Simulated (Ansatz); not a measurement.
# Phonon transport in SiC (Moissanite 3C, F-43m), part 2 of 3

Wanted: κ(T), lifetimes and mean free paths for SiC (Moissanite 3C).

Measurements to reproduce:
- thermal conductivity 360 W/m/K near room temperature (given in “Combining the AFLOW GIBBS and Elastic Libraries to efficiently and robustly screen thermo-mechanical properties of solids”, 2017, arXiv:1611.05714)

Ansatz 0.2.0; DFT r2SCAN, scalar-relativistic, plane waves, PAW; PAW set soft_1.

So far. Step 2 (Probe on a coarse mesh): The start is under -0.21 GPa at this level and looks like an insulator or semiconductor on this mesh. Step 4 (Relaxing to small residual forces and stress): The residual pressure is -0.0038 GPa, small enough for phonons. The relaxed cell has a = 4.357 Å (conventional setting).

### Step 6. Anharmonic force constants and conductivity

Pairs of atoms inside the cutoff are displaced in a supercell, the forces give the cubic constants, and these give the three-phonon rates of the Boltzmann equation.

input.yaml reads:

```yaml
crystal:
  lattice:
    - [0.0, 2.1783189301, 2.1783189301]
    - [2.1783189301, 0.0, 2.1783189301]
    - [2.1783189301, 2.1783189301, 0.0]
  atoms:
    - { symbol: Si, position: [0.0, 0.0, 0.0] }
    - { symbol: C, position: [0.25, 0.25, 0.25] }
kpoints:
  mp_grid: { grid: [12, 12, 12] }
hamiltonian:
  xc: r2scan
  pseudopotentials: { kind: paw, azcp: { folder: soft_1 } }
scf:
  occupations: { method: fixed }
  lower_state_search: "off"
output:
  eigenvalues: true
phonons:
  method: fd
  dielectric: true
  supercell: [4, 4, 4]
  temperatures: { t_max: 1000, t_step: 50 }
  qpath:
    path:
      - [[0.0, 0.0, 0.0], [0.5, 0.0, 0.5], [0.5, 0.25, 0.75], [0.375, 0.375, 0.75], [0.0, 0.0, 0.0], [0.5, 0.5, 0.5], [0.625, 0.25, 0.625], [0.5, 0.25, 0.75], [0.5, 0.5, 0.5], [0.375, 0.375, 0.75]]
      - [[0.625, 0.25, 0.625], [0.5, 0.0, 0.5]]
    npoints: 10
  third_order: { supercell: [4, 4, 4], pair_cutoff: 4.507 }
  lattice_thermal_conductivity:
    qmesh: [25, 25, 25]
    temperatures: [100.0, 150.0, 200.0, 300.0, 400.0, 500.0, 600.0, 800.0]
    isotope_mass_variance:
      - { species: C, variance: 7.387e-05 }
      - { species: Si, variance: 0.0002007 }
    solution: relaxation_time
```

Launch:

```bash
$ ansatz run input.yaml --threads 18 --pin off --max-ram 92160MiB --backend cuda --events-out ev --progress --plain --runs-dir out --max-vram 78GiB
```

Numbers of over 12 decimals in the logs are rounded to 6 here.

The program printed:

```text
Warning: phonons: the dynamical matrix that this run interpolates holds no multipole term above the dipole-dipole one, and a site of this crystal is no centre of inversion, so its interpolated transverse optical and acoustic branches and sound speeds can stay off near Gamma, and the density of states and the thermodynamics with them. What a run solves at a wave vector of phonons.qpoints, Gamma apart, where the deck admits one, is free of this, and under fd what a larger phonons.supercell samples
Warning: phonons.dielectric: true without phonons.rigid_motions: the static dielectric tensor ε⁰ will be withheld (ε∞, Z* and the rows of modes are given); for a crystal or a slab, whose only rigid motions are the translations, set phonons.rigid_motions: translations
[...]
Crystal: 128 atoms, lattice volume = 1323.044 Å³
Basis set: ecut = 500 eV, 33487 PW (Γ), exchange–correlation on 480×480×480 points (125 copies of the dense FFT grid, shifted against one another)
Bands: 384, of which v1, the nominal top of the filled ones, is band 256 counted from 1 (255 counted from 0)
Symmetry: 1536 space group operations
k-points: 4 of 27 (time reversal used)
[...]
SCF iter   1: F=-57045.143144 eV  HF=-57045.143144 eV  |F-HF|=4.37e-11  |Δ(HF+E_count)|=         —  Δρ=7.19e-9  dr2=2.42e-13  dr2_τ=1.17e-14  ethr=1.00e-12  ⟨swp⟩=3.0  Hψ=3543  notcnv=0
[...]
SCF iter   2: F=-57045.143144 eV  HF=-57045.143144 eV  |F-HF|=4.37e-11  |Δ(HF+E_count)|=  1.46e-11  Δρ=4.02e-9  dr2=6.26e-14  dr2_τ=3.58e-15  ethr=1.00e-12  ⟨swp⟩=2.0  Hψ=2568  notcnv=0
SCF 1 converged in 2 iterations: F = -57045.143144 eV  dr2 = 6.26e-14
[...]
SCF iter   2: F=-57045.143144 eV  HF=-57045.143144 eV  |F-HF|=1.46e-11  |Δ(HF+E_count)|=  2.84e-10  Δρ=2.55e-9  dr2=2.89e-14  dr2_τ=5.92e-15  ethr=1.00e-12  ⟨swp⟩=4.0  Hψ=3862  notcnv=0
SCF 2 converged in 2 iterations: F = -57045.143144 eV  dr2 = 2.89e-14
[...]
Crystal: 2 atoms, lattice volume = 20.673 Å³
Basis set: ecut = 500 eV, 531 PW (Γ), exchange–correlation on 96×96×96 points (64 copies of the dense FFT grid, shifted against one another)
Bands: 8, of which v1, the nominal top of the filled ones, is band 4 counted from 1 (3 counted from 0)
Symmetry: 24 space group operations
k-points: 280 of 1728 (irreducible under 4 space group operations, time reversal used)
[...]
SCF 3 converged in 2 iterations: F = -891.330355 eV  dr2 = 1.99e-12
[...]
--- Phonons: 2 displaced members + reference (amplitude 0.0025 Å, Σ member SCF iterations 14) ---
  symmetry images taken by strict's conditions (phonons.symmetry_images: auto; settled by no image being taken that strict refuses)
  ASR residual: 3.465e-4 → 0.000e0 eV/Å²; symmetrization residual: 6.542e-5 eV/Å²
  largest component of a force at the reference: 3.8e-17 eV/Å
  ASR residual per site (eV/Å²): 1.42e-4 3.46e-4
  Γ frequencies (cm⁻¹): 0.00 0.00 0.00 798.51 798.51 798.51
  Unit cell's response to a homogeneous field, on a k mesh of 12×12×12: 1 representative field direction (Σ response iterations 7)
  ε∞ (high-frequency dielectric tensor):
        6.518850     0.000000     0.000000
       -0.000000     6.518850     0.000000
        0.000000    -0.000000     6.518850
  ε⁰ (static dielectric tensor): not given — the deck does not say what the cell's rigid motions are, and on a molecule in a box or a wire the rigid rotations would enter the sum over the modes at Γ. For a crystal or a slab, whose only rigid motions are the translations, set phonons.rigid_motions: translations.
  Born effective charges Z* (e; rows j = field, columns β = displacement):
    site 0:
         2.71927   -0.00000    0.00000
         0.00000    2.71927   -0.00000
         0.00000    0.00000    2.71927
    site 1:
        -2.71927    0.00000   -0.00000
        -0.00000   -2.71927    0.00000
        -0.00000   -0.00000   -2.71927
  Z* charge neutrality: 1.194e-5 e pre-enforcement
  k-mesh period / interband length: 37.0 Å / 2.02 Å = 18.28 at k = (0.0000, -0.5000, -0.5000), direct gap 5.052 eV — 14 or more, which is no proof of convergence
  optical modes at Γ without the LO–TO term, one row a degenerate level:
      ω (cm⁻¹)  modes    IR ((D/Å)²/amu)
        798.51      3            60.8326
  optical modes at Γ + LO–TO along q̂ = [1.0000, 0.0000, 0.0000]:
      ω (cm⁻¹)  modes    IR ((D/Å)²/amu)
        798.51      2            40.5551
        979.05      1            20.2775
  optical modes at Γ + LO–TO along q̂ = [0.0000, 1.0000, 0.0000]:
      ω (cm⁻¹)  modes    IR ((D/Å)²/amu)
        798.51      2            40.5551
        979.05      1            20.2775
  optical modes at Γ + LO–TO along q̂ = [0.0000, 0.0000, 1.0000]:
      ω (cm⁻¹)  modes    IR ((D/Å)²/amu)
        798.51      2            40.5551
        979.05      1            20.2775
  density of states and harmonic sums: on the 24×24×24 q-mesh, interpolated from the force constants of a 4×4×4 supercell (with the dipole–dipole term)
  largest difference from the sums on the solved wave vectors: F 6.82e-3 eV, S 1.09e-5 and C_V 3.96e-6 eV/K
  zero-point energy: 0.224061 eV/cell   skipped modes (ω ≤ 0): 3   left out of the sums: 3.62e-5 of the cell's modes: C_V's classical limit lies that fraction below 3 k_B per atom; for a crystal, a wire or a layer, F and S can be off by more, and a phonons.interpolated_qmesh denser along its periods is the remedy for the sampling
--- Third-order force constants: 125 member SCFs in a 4×4×4 supercell (pair cutoff 4.507 Å, amplitude 0.03 Å, SCF threshold 1.00e-9 eV, Σ member SCF iterations 875) ---
[...]
1166 force-constant blocks with the first atom in the home cell, fitted with 252 parameters over 26 symmetry orbits; no atom triplet left out
  sum-rule residual: 1.656e0 → 4.541e-14 eV/Å³; symmetrization residual: 3.526e-2 eV/Å³; largest sum-rule correction relative to its orbit: 2.206e-1, on the orbit of the block of home site 1 with site 1 of cell (-1, 0, 0) and site 1 of cell (-1, 0, 0), whose norm before the correction was 3.177e0 eV/Å³
--- Lattice thermal conductivity: 25×25×25 mesh (455 irreducible points), tetrahedron method ---
  three-phonon and isotope scattering only; four-phonon, boundary and, in a metal, phonon-electron scattering are left out
  each conductivity is what the modes' populations carry and what the coherences between them add
  conductivity (a third of the tensor's trace), W/(m K), in the relaxation-time approximation:
       T (K)   relaxation time
      100.00         3521.1299
      150.00         1687.0748
      200.00          994.3062
      300.00          508.2262
      400.00          337.6727
      500.00          254.1237
      600.00          204.7223
      800.00          148.5779
```

Wall time 12 min (1 × NVIDIA GB200 with 18 threads of Arm Neoverse V2, shared host); peak memory 3.5 GiB; 75 min of CPU time.

Numbers from this step:

| Item | Value |
| --- | --- |
| Γ frequencies | 0, 0, 0, 798.5, 798.5, 798.5 cm⁻¹ (negative: imaginary) |
| lowest frequency on the path | 0 cm⁻¹ |
| zero-point energy | 0.2241 eV/cell |
| point group | -43m |
| highest frequency | 979.1 cm⁻¹ |
| Debye temperature from the second moment | 1195 K |
| κ at 300 K (relaxation time) | 508.2 W/m/K |
| dipole term | run |
| mean free path at half of κ | 656 nm |
| share of κ above the three lowest branches | 0.001 |
| third-order blocks | 1166 |
| periodic aliases dropped | 0 |
| largest relative sum-rule correction | 0.2206 |
| displaced cells, third order | 125 |

LO-TO term included. Phonon branches along the path, in cm⁻¹:

| point | branch 1 | branch 2 | branch 3 | branch 4 | branch 5 | branch 6 |
| --- | --- | --- | --- | --- | --- | --- |
| Γ | 0 | 0 | 0 | 798 | 798 | 979 |
| halfway | 283 | 283 | 408 | 781 | 781 | 934 |
| X | 378 | 378 | 644 | 764 | 764 | 834 |
| halfway | 394 | 416 | 606 | 753 | 770 | 849 |
| W | 410 | 476 | 543 | 745 | 776 | 860 |
| halfway | 390 | 460 | 563 | 750 | 770 | 861 |
| K | 365 | 456 | 576 | 759 | 760 | 862 |
| halfway | 239 | 329 | 425 | 774 | 795 | 909 |
| Γ | 0 | 0 | 0 | 798 | 798 | 979 |
| halfway | 204 | 204 | 411 | 783 | 783 | 930 |
| L | 272 | 272 | 622 | 770 | 770 | 844 |
| halfway | 317 | 384 | 578 | 764 | 773 | 860 |
| U | 365 | 456 | 576 | 759 | 760 | 862 |
| halfway | 390 | 460 | 563 | 750 | 770 | 861 |
| W | 410 | 476 | 543 | 745 | 776 | 860 |
| halfway | 339 | 401 | 568 | 765 | 771 | 862 |
| L | 272 | 272 | 622 | 770 | 770 | 844 |
| halfway | 317 | 384 | 578 | 764 | 773 | 860 |
| K | 365 | 456 | 576 | 759 | 760 | 862 |
| jump to U | 365 | 456 | 576 | 759 | 760 | 862 |
| halfway | 376 | 407 | 624 | 762 | 763 | 844 |
| X | 378 | 378 | 644 | 764 | 764 | 834 |

The phonon branches as a text plot (rows in cm⁻¹):

```
    959 |****                  *******
    918 |    **              **       *
    877 |      *     ********          **   **********     ***
    836 |       *****                    ***          *****   ***
    796 |******      **    ************           *
    755 |      ***************         **************************
    714 |
    673 |
    632 |       ****                      *             **     **
    592 |           *   **              ** **  *      **  **  *
    551 |      *     ***  *            *     ** ******      **
    510 |                  *
    469 |     *      ****** *                 *******        *
    428 |    *      ***    * *        *      *    *         * *
    388 |       *****  **   *               *   ** ***     *  ***
    347 |   *  *         **  **      *       ***     **   * **
    306 |     *            *   *           **         ** ***
    265 |  * *              * *     *  ****            ***
    224 |   *                * *      *
    184 | **                  * *    *
    143 | *                    **   *
    102 |*                      ** *
     61 |*                       * *
     20 |                         *
         Γ       X    W  K        Γ      L     U  W     L   K|U X
```

Lattice thermal conductivity, RTA xx against temperature:

| temperature (K) | lattice thermal conductivity, RTA xx (W/m/K) |
| --- | --- |
| 100 | 3521 |
| 150 | 1687 |
| 200 | 994 |
| 300 | 508 |
| 400 | 338 |
| 500 | 254 |
| 600 | 205 |
| 800 | 149 |

The modes has structure finer than the step of the table below, so its rows give means over 25 cm⁻¹, whole bins alone (the curve runs from -10 to 1016 cm⁻¹). Peaks (cm⁻¹: height): C 771.1: 0.0535, 868.0: 0.0210; Si 364.4: 0.0111, 551.7: 0.0102, 771.1: 0.0112, 868.0: 0.00208.

Phonopy on the run's constants, 21x21x21 mesh, Gaussian sigma 7.3 cm⁻¹. Modes against wavenumber; means over each step; values in 1/cm⁻¹/cell:

| wavenumber (cm⁻¹) | C | Si |
| --- | --- | --- |
| 25 | 3.1e-6 | 1.2e-5 |
| 50 | 3.0e-5 | 7.4e-5 |
| 75 | 6.3e-5 | 1.5e-4 |
| 100 | 1.2e-4 | 2.8e-4 |
| 125 | 1.9e-4 | 4.8e-4 |
| 150 | 2.7e-4 | 6.7e-4 |
| 175 | 3.9e-4 | 0.00103 |
| 200 | 5.5e-4 | 0.00147 |
| 225 | 7.5e-4 | 0.00213 |
| 250 | 0.00109 | 0.00325 |
| 275 | 0.00174 | 0.00549 |
| 300 | 0.00199 | 0.00687 |
| 325 | 0.00206 | 0.00792 |
| 350 | 0.00210 | 0.00931 |
| 375 | 0.00203 | 0.0106 |
| 400 | 0.00135 | 0.00785 |
| 425 | 1.0e-3 | 0.00603 |
| 450 | 9.0e-4 | 0.00591 |
| 475 | 6.3e-4 | 0.00338 |
| 500 | 5.7e-4 | 0.00270 |
| 525 | 6.8e-4 | 0.00514 |
| 550 | 6.7e-4 | 0.00933 |
| 575 | 3.5e-4 | 0.00598 |
| 600 | 1.3e-4 | 0.00303 |
| 625 | 3.0e-5 | 0.00110 |
| 650 | 9.0e-7 | 1.3e-4 |
| 675 | 0 | 0 |
| 700 | 0 | 0 |
| 725 | 1.5e-4 | 8.4e-6 |
| 750 | 0.0144 | 0.00238 |
| 775 | 0.0423 | 0.00939 |
| 800 | 0.00871 | 0.00262 |
| 825 | 4.4e-4 | 3.2e-5 |
| 850 | 0.00965 | 7.3e-4 |
| 875 | 0.0150 | 0.00174 |
| 900 | 0.00478 | 0.00110 |
| 925 | 0.00274 | 8.7e-4 |
| 950 | 0.00163 | 6.1e-4 |
| 975 | 5.3e-4 | 2.1e-4 |
| 1000 | 1.1e-5 | 5.0e-6 |

Distinct triplets, nearest first. Third order norms, by row:

| sites | side 1 (Å) | side 2 (Å) | side 3 (Å) | norm of the 27 components (eV/Å³) |
| --- | --- | --- | --- | --- |
| Si-Si-Si | 0 | 0 | 0 | 145.4 |
| C-C-C | 0 | 0 | 0 | 175.2 |
| Si-C-C | 0 | 1.89 | 1.89 | 71.45 |
| Si-C-Si | 0 | 1.89 | 1.89 | 68.5 |
| Si-Si-C | 1.89 | 1.89 | 3.08 | 2.047 |
| Si-C-C | 1.89 | 1.89 | 3.08 | 1.257 |
| Si-Si-Si | 0 | 3.08 | 3.08 | 3.695 |
| Si-Si-Si | 3.08 | 3.08 | 3.08 | 1.082 |
| Si-Si-Si | 3.08 | 3.08 | 3.08 | 0.321 |
| C-C-C | 0 | 3.08 | 3.08 | 3.193 |
| C-C-C | 3.08 | 3.08 | 3.08 | 0.338 |
| Si-C-Si | 1.89 | 3.08 | 3.61 | 0.595 |
| Si-C-C | 1.89 | 3.08 | 3.61 | 0.624 |
| Si-C-C | 0 | 3.61 | 3.61 | 1.062 |
| Si-C-C | 3.08 | 3.61 | 3.61 | 0.095 |
| Si-C-C | 3.08 | 3.61 | 3.61 | 0.097 |
| Si-C-Si | 3.08 | 3.61 | 3.61 | 0.142 |
| Si-C-Si | 3.08 | 3.61 | 3.61 | 0.046 |
| Si-C-Si | 0 | 3.61 | 3.61 | 0.816 |
| Si-Si-Si | 3.08 | 3.08 | 4.36 | 0.145 |
| C-C-C | 3.08 | 3.08 | 4.36 | 0.048 |
| Si-C-Si | 1.89 | 3.61 | 4.36 | 0.199 |
| Si-C-C | 1.89 | 3.61 | 4.36 | 0.147 |
| Si-Si-Si | 0 | 4.36 | 4.36 | 0.601 |
| C-C-C | 0 | 4.36 | 4.36 | 0.285 |

Born charge (rows field, columns displacement) (e), principal values of the symmetric part by kind of site:

| atom | atoms with these values | low | middle | high | mean |
| --- | --- | --- | --- | --- | --- |
| Si1 | 1 | 2.72 | 2.72 | 2.72 | 2.72 |
| C2 | 1 | -2.72 | -2.72 | -2.72 | -2.72 |

In full for Si1:

```
2.72 0.00 0.00
0.00 2.72 0.00
0.00 0.00 2.72
```

RTA, 300 K. Kappa by branch, by row:

| branch (by rank) | mean frequency (THz) | mean rms speed (km/s) | median lifetime (ps) | share of kappa |
| --- | --- | --- | --- | --- |
| 1 | 9.35 | 3.81 | 22 | 0.416 |
| 2 | 10.84 | 5.14 | 12.7 | 0.316 |
| 3 | 15.37 | 5.19 | 6.03 | 0.266 |
| 4 | 23.04 | 0.67 | 2.28 | 0 |
| 5 | 23.31 | 0.68 | 2.32 | 0 |
| 6 | 26.45 | 1.69 | 2.2 | 0.001 |

The spectral kappa at 300 K, relaxation time (W/m/K/THz) by frequency; read off at these points:

| frequency (THz) | spectral kappa at 300 K, relaxation time (W/m/K/THz) |
| --- | --- |
| 0.2 | 0 |
| 1.2 | 53.9 |
| 2.2 | 132 |
| 3.2 | 34.4 |
| 4.2 | 81.1 |
| 5.2 | 58.2 |
| 6.2 | 29.9 |
| 7.2 | 35.2 |
| 8.2 | 53.0 |
| 9.2 | 40.8 |
| 10.2 | 28.2 |
| 11.2 | 18.5 |
| 12.2 | 8.69 |
| 13.2 | 6.86 |
| 14.2 | 3.50 |
| 15.2 | 3.16 |
| 16.2 | 3.33 |
| 17.2 | 2.46 |
| 18.2 | 0.921 |
| 19.2 | 0.0195 |
| 20.2 | 0 |
| 21.2 | 0 |
| 22.2 | 0.00898 |
| 23.2 | 0.193 |
| 24.2 | 0 |
| 25.2 | 0.0383 |
| 26.2 | 0.239 |
| 27.2 | 0.137 |
| 28.2 | 0.0567 |
| 29.2 | 0.00197 |

Relaxation-time solution. Share of κ carried by shorter paths against mean free path:

| mean free path (nm) | 100 K | 300 K | 800 K |
| --- | --- | --- | --- |
| 1.47 | 0 | 0 | 0.002 |
| 2.15 | 0 | 0 | 0.003 |
| 3.16 | 0 | 0 | 0.006 |
| 4.64 | 0 | 0.001 | 0.009 |
| 6.81 | 0 | 0.001 | 0.015 |
| 14.7 | 0 | 0.003 | 0.085 |
| 21.5 | 0 | 0.006 | 0.137 |
| 31.6 | 0 | 0.018 | 0.203 |
| 46.4 | 0 | 0.045 | 0.29 |
| 68.1 | 0 | 0.088 | 0.401 |
| 100 | 0 | 0.131 | 0.489 |
| 147 | 0.001 | 0.2 | 0.556 |
| 215 | 0.003 | 0.298 | 0.613 |
| 316 | 0.009 | 0.376 | 0.698 |
| 464 | 0.017 | 0.452 | 0.733 |
| 1000 | 0.035 | 0.573 | 0.79 |
| 1470 | 0.045 | 0.67 | 0.802 |
| 2150 | 0.062 | 0.737 | 0.815 |
| 3160 | 0.087 | 0.769 | 0.815 |
| 4640 | 0.126 | 0.81 | 0.848 |
| 6810 | 0.165 | 0.822 | 1 |
| 10000 | 0.231 | 0.822 | 1 |
| 14700 | 0.319 | 0.88 | 1 |
| 21500 | 0.423 | 0.987 | 1 |
| 31600 | 0.548 | 1 | 1 |
| 68100 | 0.72 | 1 | 1 |
| 1.0e5 | 0.757 | 1 | 1 |
| 1.5e5 | 0.869 | 1 | 1 |
| 2.2e5 | 0.972 | 1 | 1 |
| 3.2e5 | 1 | 1 | 1 |

(Continued in part 3 of 3.)

[Logs are printed without paths, hosts, clocks, repeated set-up lines and the standing remarks that a program may print on its own settings, such as how far it seeks lower states.]

[Hosts, paths, dates, database ids (printed as entryN), source tags and the programs' standing remarks are cut or masked in the printed files.]

[A step with changed settings may run another functional than the one named; its input shows which.]
